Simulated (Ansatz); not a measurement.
**Na on Ag(100): change of the work function**

How does Na on the hollow site change the work function of Ag(100) as the layer fills?

Calculated with Ansatz 0.2.0; plane-wave DFT, PBEsol, Ansatz PAW.

Most raw output is cut from this account.

**1. The starting structure**

The cell holds 4 atoms: 4 Ag. Cell: a = 2.892 Å, b = 2.892 Å, c = 24.135 Å, α = 90.0°, β = 90.0°, γ = 90.0°. Vacuum lies along c.

**2. The clean slab**

The bare slab comes first, as the zero from which every change is counted. The two lowest layers are held at bulk places and the upper ones relax. The dipole correction removes the false field that a one-sided slab makes across the periodic vacuum, so each face gets a flat vacuum level of its own.

input.yaml

```yaml
crystal:
  lattice:
    - [2.8920667351, 0.0, 0.0]
    - [0.0, 2.8920667351, 0.0]
    - [0.0, 0.0, 24.135]
  atoms:
    - { symbol: Ag, position: [0.5, 0.5, 0.3729024239] }
    - { symbol: Ag, position: [0.0, 0.0, 0.4576341413] }
    - { symbol: Ag, position: [0.5, 0.5, 0.5423658587] }
    - { symbol: Ag, position: [0.0, 0.0, 0.6270975761] }
kpoints:
  mp_grid: { grid: [10, 10, 1] }
hamiltonian:
  xc: pbesol
scf:
  occupations: { method: fermi_dirac, width: 0.1 }
  convergence: { dr2_threshold: 1.0e-08 }
efield:
  axis: 3
  dipole_correction: true
  ramp_position: 0.97
  ramp_width: 0.06
relax:
  f_tol: 0.02
  max_steps: 60
  constraints: [{ sites: [0, 1] }]
output:
  write_potential: true
  write_density: true
  volumetric_format: npy
```

On the command line:

```bash
ansatz run input.yaml --threads 4 --pin off --max-ram 12288MiB --backend cpu --events-out ev --progress --plain --runs-dir out
```

Elapsed: 14 s, on 4 threads of Arm Neoverse V1, shared host; peak memory 0.54 GiB.

Step by step:

```
step  energy less that of the first step (eV)  largest force component (eV/Å)
   1                                   0.0000                          0.2758
   2                                  -0.0103                          0.1541
   3                                  -0.0152                          0.0047
```

Forces are held to the 8 operations that the run works with; a distortion that breaks them can't arise in this run.

The atoms that moved most (Å):

```
atom     dx     dy      dz  length
 Ag4  0.000  0.000  -0.125   0.125
 Ag3  0.000  0.000  -0.039   0.039
```

Final coordinates:

```xyz
4
Lattice="2.8921 0.0000 0.0000 0.0000 2.8921 0.0000 0.0000 0.0000 24.1350" Properties=species:S:1:pos:R:3
Ag    1.4460    1.4460    9.0000
Ag    0.0000    0.0000   11.0450
Ag    1.4460    1.4460   13.0508
Ag    0.0000    0.0000   15.0100
```

Numbers from this step:

| Quantity | Value |
| --- | --- |
| energy at zero smearing | -30087.8043 eV |
| work function, upper face | 4.280 eV |
| work function, lower face | 4.302 eV |
| dipole along the normal | 9.90e-4 e·Å |
| step between the vacuum levels | -0.02142 eV |

Running mean over 2.045 Å of the planar mean; the ramp of the sawtooth is left out. The electron's electrostatic potential energy less the Fermi level by z:

z (Å), electron's electrostatic potential energy less the Fermi level (eV) and a bar from the least value:
```
        3       4.30 ##############################
        4       4.30 ##############################
        5       4.30 ##############################
        6       4.26 ##############################
        7       3.72 ############################
        8      -1.17 ###############
        9      -5.58 ###
       10      -5.89 ##
       11      -6.01 #
       12      -6.24 #
       13      -6.14 #
       14      -6.51 
       15      -5.74 ##
       16      -1.26 ###############
       17       3.68 ############################
       18       4.24 ##############################
       19       4.28 ##############################
       20       4.28 ##############################
       21       4.28 ##############################
```

The relaxation took 3 steps and lowered the energy by 0.015 eV; the largest force on the free atoms ends at 0.0047 eV/Å.

The work function of the upper face is 4.28 eV.

**3. Adsorbate added, k-mesh 4×4×1, coverage 0.111 ML**

System of this step: Na/Ag(100). The cell holds 37 atoms: 36 Ag and 1 Na. Its edges and angles: a = 8.676 Å, b = 8.676 Å, c = 26.556 Å, α = 90.0°, β = 90.0°, γ = 90.0°. Vacuum lies along c.

The clean slab as it ended is repeated in the plane and the adsorbate is set on one face; the cell's size fixes the coverage, and the k-mesh shrinks with it to keep the sampling density about even. Adsorbate and upper layers relax, since the dipole depends on the height.

input.yaml

```yaml
crystal:
  lattice:
    - [8.6762002053, 0.0, 0.0]
    - [0.0, 8.6762002053, 0.0]
    - [0.0, 0.0, 26.5558250239]
  atoms:
    - { symbol: Ag, position: [0.1666666667, 0.1666666667, 0.3389086949] }
    - { symbol: Ag, position: [0.0, 0.0, 0.4159162816] }
    - { symbol: Ag, position: [0.1666666667, 0.1666666667, 0.4914493772] }
    - { symbol: Ag, position: [0.0, 0.0, 0.5652226136] }
    - { symbol: Ag, position: [0.1666666667, 0.5, 0.3389086949] }
    - { symbol: Ag, position: [0.0, 0.3333333333, 0.4159162816] }
    - { symbol: Ag, position: [0.1666666667, 0.5, 0.4914493772] }
    - { symbol: Ag, position: [0.0, 0.3333333333, 0.5652226136] }
[... 25 atom lines left out ...]
    - { symbol: Ag, position: [0.6666666667, 0.6666666667, 0.4159162816] }
    - { symbol: Ag, position: [0.8333333333, 0.8333333333, 0.4914493772] }
    - { symbol: Ag, position: [0.6666666667, 0.6666666667, 0.5652226136] }
    - { symbol: Na, position: [0.1666666667, 0.1666666667, 0.6610913051] }
kpoints:
  mp_grid: { grid: [4, 4, 1] }
hamiltonian:
  xc: pbesol
scf:
  occupations: { method: fermi_dirac, width: 0.1 }
  convergence: { dr2_threshold: 1.0e-08 }
efield:
  axis: 3
  dipole_correction: true
  ramp_position: 0.97
  ramp_width: 0.06
relax:
  f_tol: 0.02
  max_steps: 60
  constraints:
    - { sites: [0, 1, 4, 5, 8, 9, 12, 13, 16, 17, 20, 21, 24, 25, 28, 29, 32, 33] }
output:
  bader: true
  write_potential: true
  write_density: true
  volumetric_format: npy
```

Run time: 14 min. Hardware: 4 threads; peak memory 8.5 GiB; 57 min of CPU time.

Step by step:

```
step  energy less that of the first step (eV)  largest force component (eV/Å)
   1                                   0.0000                          0.4982
   2                                  -0.0481                          0.3725
   3                                  -0.0916                          0.0209
   4                                  -0.0927                          0.0114
```

Forces are held to the 8 operations that the run works with; a distortion that breaks them can't arise in this run.

The atoms that moved most (Å):

```
atom      dx      dy      dz  length
Na37   0.000   0.000  -0.330   0.330
 Ag3   0.000   0.000  -0.019   0.019
Ag27  -0.004   0.000  -0.010   0.011
Ag11   0.000  -0.004  -0.010   0.011
 Ag7   0.000   0.004  -0.010   0.011
Ag15   0.004   0.000  -0.010   0.011
Ag32   0.000   0.000   0.006   0.006
Ag24   0.000   0.000   0.006   0.006
```

The relaxed structure:

```
Ag Na
1.0
     8.67620    0.00000    0.00000
     0.00000    8.67620    0.00000
     0.00000    0.00000   26.55583
Ag Na
36 1
Direct
  0.16667 0.16667 0.33891
  0.00000 0.00000 0.41592
  0.16667 0.16667 0.49072
  0.99957 0.99957 0.56520
  0.16667 0.50000 0.33891
  0.00000 0.33333 0.41592
  0.16667 0.50048 0.49106
  0.99957 0.33377 0.56520
  0.16667 0.83333 0.33891
  0.00000 0.66667 0.41592
  0.16667 0.83285 0.49106
  0.00001 0.66667 0.56544
  0.50000 0.16667 0.33891
  0.33333 0.00000 0.41592
  0.50048 0.16667 0.49106
  0.33377 0.99957 0.56520
  0.50000 0.50000 0.33891
  0.33333 0.33333 0.41592
  0.49999 0.49999 0.49130
  0.33377 0.33377 0.56520
  0.50000 0.83333 0.33891
  0.33333 0.66667 0.41592
  0.49999 0.83335 0.49130
  0.33333 0.66667 0.56544
  0.83333 0.16667 0.33891
  0.66667 0.00000 0.41592
  0.83285 0.16667 0.49106
  0.66667 0.00001 0.56544
  0.83333 0.50000 0.33891
  0.66667 0.33333 0.41592
  0.83335 0.49999 0.49130
  0.66667 0.33333 0.56544
  0.83333 0.83333 0.33891
  0.66667 0.66667 0.41592
  0.83335 0.83335 0.49130
  0.66667 0.66667 0.56523
  0.16667 0.16667 0.64867
```

This step gave:

```yaml
energy_at_zero_smearing: -272266.7261 eV
work_function_upper_face: 2.993 eV
work_function_lower_face: 4.400 eV
dipole_along_the_normal: 0.5854 e·Å
step_between_the_vacuum_levels: -1.407 eV
```

Running mean over 2.045 Å of the planar mean; the ramp of the sawtooth is left out. Electron's electrostatic potential energy less the Fermi level against z:

z (Å), electron's electrostatic potential energy less the Fermi level (eV) and a bar from the least value:
```
        4       4.40 ##############################
        5       4.40 ##############################
        6       4.35 ##############################
        7       3.80 ############################
        8      -1.10 ###############
        9      -5.54 ##
       10      -5.84 ##
       11      -5.97 #
       12      -6.25 
       13      -6.09 #
       14      -6.41 
       15      -5.71 ##
       16      -1.61 #############
       17       2.46 #########################
       18       2.67 #########################
       19       2.96 ##########################
       20       2.99 ##########################
       21       2.99 ##########################
       22       2.99 ##########################
       23       2.99 ##########################
```

The relaxation took 4 steps and lowered the energy by 0.093 eV; the largest force on the free atoms ends at 0.011 eV/Å.

The covered face has 2.99 eV, -1.29 eV against the clean one; the bare back face has moved by +0.10 eV, a measure of how thin the slab is.

**4. The covered slab, k-mesh 5×5×1, coverage 0.25 ML**

System of this step: Na/Ag(100). The cell holds 17 atoms: 16 Ag and 1 Na. Its edges and angles: a = 5.784 Å, b = 5.784 Å, c = 26.556 Å, α = 90.0°, β = 90.0°, γ = 90.0°. Vacuum lies along c.

Another coverage, to see how the dipoles act on each other as their distance changes.

input.yaml

```yaml
crystal:
  lattice:
    - [5.7841334702, 0.0, 0.0]
    - [0.0, 5.7841334702, 0.0]
    - [0.0, 0.0, 26.5558250239]
  atoms:
    - { symbol: Ag, position: [0.25, 0.25, 0.3389086949] }
    - { symbol: Ag, position: [0.0, 0.0, 0.4159162816] }
    - { symbol: Ag, position: [0.25, 0.25, 0.4914493772] }
    - { symbol: Ag, position: [0.0, 0.0, 0.5652226136] }
    - { symbol: Ag, position: [0.25, 0.75, 0.3389086949] }
    - { symbol: Ag, position: [0.0, 0.5, 0.4159162816] }
    - { symbol: Ag, position: [0.25, 0.75, 0.4914493772] }
    - { symbol: Ag, position: [0.0, 0.5, 0.5652226136] }
    - { symbol: Ag, position: [0.75, 0.25, 0.3389086949] }
    - { symbol: Ag, position: [0.5, 0.0, 0.4159162816] }
    - { symbol: Ag, position: [0.75, 0.25, 0.4914493772] }
    - { symbol: Ag, position: [0.5, 0.0, 0.5652226136] }
    - { symbol: Ag, position: [0.75, 0.75, 0.3389086949] }
    - { symbol: Ag, position: [0.5, 0.5, 0.4159162816] }
    - { symbol: Ag, position: [0.75, 0.75, 0.4914493772] }
    - { symbol: Ag, position: [0.5, 0.5, 0.5652226136] }
    - { symbol: Na, position: [0.25, 0.25, 0.6610913051] }
kpoints:
  mp_grid: { grid: [5, 5, 1] }
hamiltonian:
  xc: pbesol
scf:
  occupations: { method: fermi_dirac, width: 0.1 }
  convergence: { dr2_threshold: 1.0e-08 }
efield:
  axis: 3
  dipole_correction: true
  ramp_position: 0.97
  ramp_width: 0.06
relax:
  f_tol: 0.02
  max_steps: 60
  constraints: [{ sites: [0, 1, 4, 5, 8, 9, 12, 13] }]
output:
  bader: true
  dos: { projected: true, e_range: [-8, 4] }
  write_potential: true
  write_density: true
  volumetric_format: npy
  elf: true
```

Wall time 2.6 min (4 threads); peak memory 3.6 GiB; 10 min of CPU time.

Step by step:

```
step  energy less that of the first step (eV)  largest force component (eV/Å)
   1                                   0.0000                          0.5222
   2                                  -0.0552                          0.4127
   3                                  -0.1085                          0.0724
   4                                  -0.1119                          0.0119
```

Forces are held to the 8 operations that the run works with; a distortion that breaks them can't arise in this run.

The atoms that moved most (Å):

```
atom      dx      dy      dz  length
Na17   0.000   0.000  -0.342   0.342
Ag16   0.011   0.011   0.025   0.030
Ag12   0.011  -0.011   0.025   0.030
 Ag8  -0.011   0.011   0.025   0.030
 Ag4  -0.011  -0.011   0.025   0.030
```

The relaxed structure:

```cif
data_structure
_symmetry_space_group_name_H-M 'P 1'
_symmetry_Int_Tables_number 1
_cell_length_a 5.7841
_cell_length_b 5.7841
_cell_length_c 26.5558
_cell_angle_alpha 90.000
_cell_angle_beta 90.000
_cell_angle_gamma 90.000
_cell_volume 888.46
loop_
_atom_site_label
_atom_site_type_symbol
_atom_site_fract_x
_atom_site_fract_y
_atom_site_fract_z
_atom_site_occupancy
Ag1 Ag 0.25000 0.25000 0.33891 1
Ag2 Ag 0.00000 0.00000 0.41592 1
Ag3 Ag 0.25000 0.25000 0.49160 1
Ag4 Ag 0.99807 0.99807 0.56618 1
Ag5 Ag 0.25000 0.75000 0.33891 1
Ag6 Ag 0.00000 0.50000 0.41592 1
Ag7 Ag 0.25000 0.75000 0.49132 1
Ag8 Ag 0.99807 0.50193 0.56618 1
Ag9 Ag 0.75000 0.25000 0.33891 1
Ag10 Ag 0.50000 0.00000 0.41592 1
Ag11 Ag 0.75000 0.25000 0.49132 1
Ag12 Ag 0.50193 0.99807 0.56618 1
Ag13 Ag 0.75000 0.75000 0.33891 1
Ag14 Ag 0.50000 0.50000 0.41592 1
Ag15 Ag 0.75000 0.75000 0.49127 1
Ag16 Ag 0.50193 0.50193 0.56618 1
Na17 Na 0.25000 0.25000 0.64823 1
```

This step gave:

| Quantity | Value |
| --- | --- |
| energy at zero smearing | -121827.6303 eV |
| work function, upper face | 2.153 eV |
| work function, lower face | 4.368 eV |
| dipole along the normal | 0.4095 e·Å |
| step between the vacuum levels | -2.215 eV |

The density of states has structure finer than the step of the table below, so its rows give means over 0.25 eV, whole bins alone (the curve runs from -8 to 1.98 eV). Peaks (eV: height): -4.630: 88.6, -4.330: 107, -4.210: 128, -4.060: 88.7, -3.640: 81.3, -3.250: 86.3, -2.920: 93.9.

Density of states against energy, zero at the Fermi level; means over each step:

```
energy (eV)  density of states (states/eV a cell)
      -7.75                                     0
      -7.50                                 0.219
      -7.25                                  1.42
      -7.00                                  1.42
      -6.75                                  2.48
      -6.50                                  1.40
      -6.25                                  16.8
      -6.00                                  42.1
      -5.75                                  34.9
      -5.50                                  42.5
      -5.25                                  45.8
      -5.00                                  37.5
      -4.75                                  55.0
      -4.50                                  52.8
      -4.25                                  55.0
      -4.00                                  48.4
      -3.75                                  55.5
      -3.50                                  51.1
      -3.25                                  63.9
      -3.00                                  53.3
      -2.75                                  9.37
      -2.50                                  6.76
      -2.25                                  3.25
      -2.00                                  2.65
      -1.75                                  5.88
      -1.50                                  3.27
      -1.25                                  3.07
      -1.00                                  3.12
      -0.75                                  6.16
      -0.50                                  5.13
      -0.25                                  4.81
       0.00                                  5.18
       0.25                                  5.94
       0.50                                  6.78
       0.75                                  3.19
       1.00                                  2.43
       1.25                                  9.10
       1.50                                  5.07
       1.75                                  7.03
```

Projected DOS per atom over height of the atomic layer and energy from the Fermi level. Layers: Ag4 Ag4 Ag4 Ag4 Na from below.

Values in states/eV, 22 rows by 5 columns, each cell a mean:
```
0.11 0.17 0.16 0.18 0.46
0.24 0.19 0.18 0.19 0.88
0.09 0.11 0.11 0.10 0.24
0.27 0.23 0.18 0.23 0.44
0.24 0.22 0.25 0.22 0.31
0.29 0.25 0.25 0.27 0.36
0.25 0.19 0.19 0.23 0.23
0.21 0.14 0.15 0.20 0.14
0.28 0.26 0.27 0.28 0.13
0.32 0.26 0.28 0.25 0.10
1.47 1.51 1.37 1.07 0.07
4.39 3.59 3.53 3.27 0.07
4.33 2.33 2.68 4.24 0.06
3.97 2.15 1.94 3.84 0.05
3.00 3.39 3.42 3.74 0.03
2.41 2.65 2.12 2.32 0.01
2.13 2.92 2.62 2.55 0.01
0.70 3.33 4.00 1.49 0.02
0.10 0.55 0.69 0.18 0.00
0.04 0.18 0.21 0.06 0.00
0.02 0.09 0.10 0.03 0.00
0.00 0.00 0.00 0.00 0.00
```
Columns: height of the atomic layer (Å) from 9 to 17.2; rows upwards: energy from the Fermi level (eV) from -7.96 to 1.95.

Electrostatic potential energy in the ca plane at fractional y = 0.250, with atoms of Ag and Na within 0.2 Å of it. With pseudopotentials it is smooth inside the atoms' cores, unlike the true potential.

Ten even steps from '0' (-37 eV) to '9' (7 eV), each cell a mean:
```
98888999999998889999999999999999999999999999
86445899999864358999999999999999999999999999
62002699999730015899999999999999999999999999
51001589999620004899999999999999999999999999
62002699999730025999999999999999999999999999
86446899999864458999999999999999999999999999
98888999999998889999999999999999999999999999
99889999999999999999999999999999999999999999
97667999999986678999999988889999999999999999
74223799999842136999999853478999999999999999
61001599999720014899999710058899999999999999
61001599999720014899999710058899999999999999
74213799999842137999999853478999999999999999
98667999999986678999999988889999999999999999
99999999999999999999999999999999999999999999
```
Columns run along c (16.0 Å, from fractional 0.31 to 0.91 of the cell; values clipped at the 3rd and 97th percentile), rows up along a (5.8 Å). Atoms in or near the plane, at fractional coordinates: Ag at (0.34, 0.25), Ag at (0.49, 0.25), Ag at (0.34, 0.75), Ag at (0.49, 0.75), Na at (0.65, 0.25).

ELF in the ca plane at fractional y = 0.250, with atoms of Ag and Na within 0.2 Å of it. It is the smooth field of the valence electrons, not physical close to the nuclei.

Ten even steps from '0' (0.00) to '9' (0.80), each cell a mean:
```
22222222222222222222222322111111000000000000
23553222222234542222222222211110000000000000
36886321122257864222222221111000000000000000
47997421122369974222211111110000000000000000
36786321122257863222222221111000000000000000
23553222222234542222222222211110000000000000
22222222222222222222222322111111000000000000
12222222222222222222223210000111100000000000
22332222222223322222222101100012210000000000
35665322122246653222221146630001211000000000
46997421122368974222220364661001221000000000
46997421122368974222220364661001221000000000
35665322122246653222221146630001211000000000
22332222222223322222222001100012210000000000
12222222222222222222223210000111100000000000
```
Columns run along c (16.0 Å, from fractional 0.31 to 0.91 of the cell), rows up along a (5.8 Å). Atoms in or near the plane, at fractional coordinates: Ag at (0.34, 0.25), Ag at (0.49, 0.25), Ag at (0.34, 0.75), Ag at (0.49, 0.75), Na at (0.65, 0.25).

Valence density in the ca plane at fractional y = 0.250, with atoms of Ag and Na within 0.2 Å of it. It is the smooth field of the valence electrons, not physical close to the nuclei.

Ten steps, logarithmic in the rise over the least value, from '0' (0 e/Å³) to '9' (18 e/Å³), each cell a mean:
```
11221111111112221111110000000000000000000000
14554211111235542111100000000000000000000000
36887311111368974110000000000000000000000000
47998411011379985210000000000000000000000000
36887311111368874111000000000000000000000000
14554211111235542111100000000000000000000000
11222111111112221111110000000000000000000000
01111111111111111111110000000000000000000000
12332111111123431111110011100000000000000000
25775311111257763111100146520000000000000000
37997411011379985210000279840000000000000000
37997411011379985210000279840000000000000000
25775311111257763111100146510000000000000000
12332111111123331111110001100000000000000000
01111111111111111111110000000000000000000000
```
Columns run along c (16.0 Å, from fractional 0.31 to 0.91 of the cell), rows up along a (5.8 Å). Atoms in or near the plane, at fractional coordinates: Ag at (0.34, 0.25), Ag at (0.49, 0.25), Ag at (0.34, 0.75), Ag at (0.49, 0.75), Na at (0.65, 0.25).

The relaxation took 4 steps and lowered the energy by 0.11 eV; the largest force on the free atoms ends at 0.012 eV/Å.

By hand: a sheet of dipoles makes a step −p/(ε₀A) in the electron's potential. With e/ε₀ = 180.95 V·Å, p = 0.4095 e·Å and A = 33.46 Å², that is −180.95 × (0.4095) / 33.46 = -2.215 eV, and the two vacuum levels of the run differ by -2.215 eV.

The covered face has 2.15 eV, -2.13 eV against the clean one; the bare back face has moved by +0.07 eV, a measure of how thin the slab is.

[end of part 1 of 3]

[Logs are printed without paths, hosts, clocks, repeated set-up lines and the standing remarks that a program may print on its own settings, such as how far it seeks lower states.]

[Hosts, paths, dates, database ids (printed as entryN), source tags and the programs' standing remarks are cut or masked in the printed files.]

[Maps of the electrostatic potential energy from Ansatz leave out the sawtooth potential of an applied field or a dipole correction, so their vacuum need not be flat; planar profiles and work functions include it.]

[The density of states shown here was stored with 400 of the rows of the run's finer table, so its peaks can read low, often by over a quarter, or be missed, and its means over a window can be off by a tenth or more.]
